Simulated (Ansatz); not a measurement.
**Ir (Fm-3m, 1 atom in the cell): relaxing the cell for a phonon run**

Wanted: the relaxed cell of Ir (Fm-3m, 1 atom in the cell).

Program: Ansatz 0.2.0. Level of theory: DFT PBEsol, scalar-relativistic, plane waves, PAW; PAW set soft_1. Results are calculated unless marked as measured.

The experiments to compare with:

For Ir, fcc (Ir metal powder), “Phase stability and electronic structure of iridium metal at the megabar range” (2019, pmc:6586894) gives, by synchrotron powder XRD, Rietveld refinement: lattice constant a (cubic lattice parameter at ambient pressure) 3.837 ± 0.001 Å.

Report form: the programs' logs are mostly left out.

The database entry behind the starting cell differs from later determinations by our own check (0.1 to 0.3 % short, probably kX units), so it need not match the best structure at ambient conditions.

## (1) Set-up

The structure is cubic, space group Fm-3m (No. 225). Conventional cell: a = 3.831 Å, b = 3.831 Å, c = 3.831 Å, α = 90.00°, β = 90.00°, γ = 90.00°. Ir has 12 Ir at 2.71 Å nearest.

Structure file:

```cif
data_structure
_symmetry_space_group_name_H-M 'Fm-3m'
_symmetry_Int_Tables_number 225
_cell_length_a 3.8312
_cell_length_b 3.8312
_cell_length_c 3.8312
_cell_angle_alpha 90.000
_cell_angle_beta 90.000
_cell_angle_gamma 90.000
_cell_volume 56.23
loop_
_atom_site_label
_atom_site_type_symbol
_atom_site_symmetry_multiplicity
_atom_site_Wyckoff_symbol
_atom_site_fract_x
_atom_site_fract_y
_atom_site_fract_z
_atom_site_occupancy
Ir1 Ir 4 a 0.00000 0.00000 0.00000 1
```

## (2) A coarse first look

First a cheap look: the gap decides the mesh and the occupations, the pressure tells how far the cell has to move.

The input, input.yaml:

```yaml
crystal:
  lattice:
    - [0.0, 1.9156, 1.9156]
    - [1.9156, 0.0, 1.9156]
    - [1.9156, 1.9156, 0.0]
  atoms:
    - { symbol: Ir, position: [0.0, 0.0, 0.0] }
kpoints:
  mp_grid: { grid: [8, 8, 8] }
hamiltonian:
  xc: pbesol
  pseudopotentials: { kind: paw, azcp: { folder: soft_1 }, xc_functional: pbe }
scf:
  occupations: { method: gaussian, width: 0.1 }
output:
  forces: true
  stress: true
  eigenvalues: true
```

On the command line:

```console
$ ansatz run input.yaml --threads 4 --pin off --max-ram 10240MiB --backend cpu --events-out ev --progress --plain --runs-dir out
```

The job ended after 0.33 s (4 threads of Arm Neoverse V2, shared host; peak memory 0.24 GiB).

This step gave:

```
pressure          : 1.146 GPa
volume per atom   : 14.06 Å³
gap on the k-mesh : 0 eV
```

The coarse mesh shows no gap and a pressure of 1.1 GPa.

## (3) Bringing the structure to rest

The cell and atoms are relaxed, since residual forces and stress would shift the frequencies.

input.yaml: that of step 2 with these lines changed.

```diff
@@ -8,3 +8,3 @@
 kpoints:
-  mp_grid: { grid: [8, 8, 8] }
+  mp_grid: { grid: [18, 18, 18] }
 hamiltonian:
@@ -18 +18,6 @@
   eigenvalues: true
+relax:
+  adjacent_minimum: "off"
+  f_tol: 0.005
+  max_steps: 80
+  cell: { stress_tol: 0.05 }
```

Elapsed: 2.4 s, on 4 threads; peak memory 0.3 GiB; 7.8 s of CPU time.

Little changed from the start: no atom moved by 0.005 Å and no cell edge by 0.1 %.

This step gave:

| Item | Value |
| --- | --- |
| pressure | -9.47e-4 GPa |
| volume per atom | 14.05 Å³ |

In this step the volume went from 14.06 to 14.05 Å³/atom.

## (4) Relaxing to small forces for the phonons

Phonons need a cell at rest on their own settings, so the relaxation is repeated with tight tolerances on forces and stress, using the mesh and the filling of the phonon run that follows.

The input, input.yaml:

```yaml
crystal:
  lattice:
    - [0.0, 1.915036122, 1.915036122]
    - [1.915036122, 0.0, 1.915036122]
    - [1.915036122, 1.915036122, 0.0]
  atoms:
    - { symbol: Ir, position: [0.0, 0.0, 0.0] }
kpoints:
  mp_grid: { grid: [20, 20, 20] }
hamiltonian:
  xc: pbesol
  pseudopotentials: { kind: paw, azcp: { folder: soft_1 }, xc_functional: pbe }
scf:
  occupations: { method: methfessel_paxton, width: 0.2 }
output:
  forces: true
  stress: true
  eigenvalues: true
  write_density: true
  write_potential: true
  elf: true
  volumetric_format: npy
relax:
  adjacent_minimum: "off"
  f_tol: 0.001
  max_steps: 60
  cell: { stress_tol: 0.01 }
```

It took 3.1 s on 4 threads; peak memory 0.32 GiB; 10 s of CPU time.

Little changed from the start: no atom moved by 0.005 Å and no cell edge by 0.1 %.

Numbers from this step:

```yaml
pressure: -3.27e-4 GPa
volume_per_atom: 14.04 Å³
```

ELF in the ac plane of the conventional cell at fractional y = 0.000, with atoms of Ir within 0.2 Å of it. It is the smooth field of the valence electrons, not physical close to the nuclei.

Values, 14 rows by 14 columns, each cell a mean:
```
0.50 0.56 0.56 0.40 0.27 0.22 0.18 0.17 0.20 0.24 0.32 0.48 0.57 0.53
0.58 0.56 0.46 0.34 0.29 0.26 0.22 0.22 0.24 0.28 0.31 0.39 0.50 0.57
0.51 0.45 0.35 0.32 0.33 0.29 0.27 0.28 0.28 0.31 0.33 0.33 0.39 0.48
0.33 0.30 0.31 0.34 0.32 0.34 0.40 0.44 0.38 0.33 0.34 0.33 0.31 0.32
0.24 0.25 0.29 0.31 0.35 0.46 0.56 0.58 0.52 0.42 0.33 0.31 0.28 0.24
0.19 0.21 0.25 0.30 0.45 0.56 0.56 0.54 0.56 0.52 0.38 0.28 0.24 0.20
0.16 0.19 0.24 0.33 0.51 0.58 0.50 0.44 0.54 0.58 0.44 0.28 0.22 0.17
0.17 0.20 0.24 0.32 0.48 0.57 0.53 0.50 0.56 0.56 0.40 0.27 0.22 0.18
0.22 0.24 0.28 0.31 0.39 0.50 0.57 0.58 0.56 0.46 0.34 0.29 0.26 0.22
0.28 0.28 0.31 0.33 0.33 0.39 0.48 0.51 0.45 0.35 0.32 0.33 0.29 0.27
0.44 0.38 0.33 0.34 0.33 0.31 0.32 0.33 0.30 0.31 0.34 0.32 0.34 0.40
0.58 0.52 0.42 0.33 0.31 0.28 0.24 0.24 0.25 0.29 0.31 0.35 0.46 0.56
0.54 0.56 0.52 0.38 0.28 0.24 0.20 0.19 0.21 0.25 0.30 0.45 0.56 0.56
0.44 0.54 0.58 0.44 0.28 0.22 0.17 0.16 0.19 0.24 0.33 0.51 0.58 0.50
```
Columns run along a (3.8 Å), rows up along c (3.8 Å), edges of the conventional cell, whose origin can differ from the input's. Atoms in or near the plane, at fractional coordinates: Ir at (0.00, 0.00), Ir at (0.50, 0.50).

Valence density in the ac plane of the conventional cell at fractional y = 0.000, with atoms of Ir within 0.2 Å of it. It is the smooth field of the valence electrons, not physical close to the nuclei.

Ten even steps from '0' (0.2 e/Å³) to '9' (9.7 e/Å³), each cell a mean:
```
97410000000258
64200000000135
21000000000012
00000011000000
00000244310000
00001478630000
00002699841000
00002589741000
00001356420000
00000122100000
10000000000001
43100000000024
86300000000147
98410000000269
```
Columns run along a (3.8 Å), rows up along c (3.8 Å), edges of the conventional cell, whose origin can differ from the input's. Atoms in or near the plane, at fractional coordinates: Ir at (0.00, 0.00), Ir at (0.50, 0.50).

Electrostatic potential energy in the ac plane of the conventional cell at fractional y = 0.000, with atoms of Ir within 0.2 Å of it. With pseudopotentials it is smooth inside the atoms' cores, unlike the true potential.

Values in eV, 14 rows by 14 columns, each cell a mean:
```
-52 -46 -28   3  21  26  28  28  28  25  16 -10 -37 -50
-40 -32 -12  12  23  26  26  26  26  25  20   2 -21 -37
-14  -6   8  20  23  23  21  21  22  23  22  16   2 -10
 15  18  21  23  20  12   3   0   6  16  22  22  20  16
 25  25  25  21   8 -12 -28 -31 -23  -4  16  23  25  25
 28  27  25  18  -6 -32 -46 -49 -42 -23   6  22  26  28
 28  28  25  15 -14 -40 -52 -54 -49 -31   0  21  26  28
 28  28  25  16 -10 -37 -50 -52 -46 -28   3  21  26  28
 26  26  25  20   2 -21 -37 -40 -32 -12  12  23  26  26
 21  22  23  22  16   2 -10 -14  -6   8  20  23  23  21
  0   6  16  22  22  20  16  15  18  21  23  20  12   3
-31 -23  -4  16  23  25  25  25  25  25  21   8 -12 -28
-49 -42 -23   6  22  26  28  28  27  25  18  -6 -32 -46
-54 -49 -31   0  21  26  28  28  28  25  15 -14 -40 -52
```
Columns run along a (3.8 Å; values clipped at the 3rd and 97th percentile), rows up along c (3.8 Å), edges of the conventional cell, whose origin can differ from the input's. Atoms in or near the plane, at fractional coordinates: Ir at (0.00, 0.00), Ir at (0.50, 0.50).

The forces vanish by symmetry and the pressure is 0.000 GPa, within the tolerances set. The cell now holds 14.04 Å³/atom.

## (5) Results

- space group after relaxation (within 0.01 Å): Fm-3m
- lattice constant a: 3.830 Å
- lattice constant b: 3.830 Å
- lattice constant c: 3.830 Å
- volume per atom: 14.0 Å³

The forces vanish by symmetry and the pressure is 0.000 GPa, within the tolerances set. The cell now holds 14.04 Å³/atom. The relaxation keeps the symmetry of its start, so it says nothing on stability against lower symmetry. Spin-orbit coupling is left out, which can matter for the heavy elements here. The PAW files were made for PBE and serve the other functionals too.

Calculation against experiment:

| quantity | measured | PBEsol, PAW; PAW set soft_1 |
| --- | --- | --- |
| lattice constant a (Å) | 3.837 | 3.830 (-0.2 %) |

Measured values from pmc:6586894 (2019).

How well it matches: The lattice constant a is off by -0.2 %: good agreement. The grades are ours: good and fair within 0.7 and 1.5 % for the lattice constant a. For lattice constants the calculation has a static lattice, without zero-point motion or thermal expansion.

[Logs are printed without paths, hosts, clocks, repeated set-up lines and the standing remarks that a program may print on its own settings, such as how far it seeks lower states.]

[Hosts, paths, dates, database ids (printed as entryN), source tags and the programs' standing remarks are cut or masked in the printed files.]
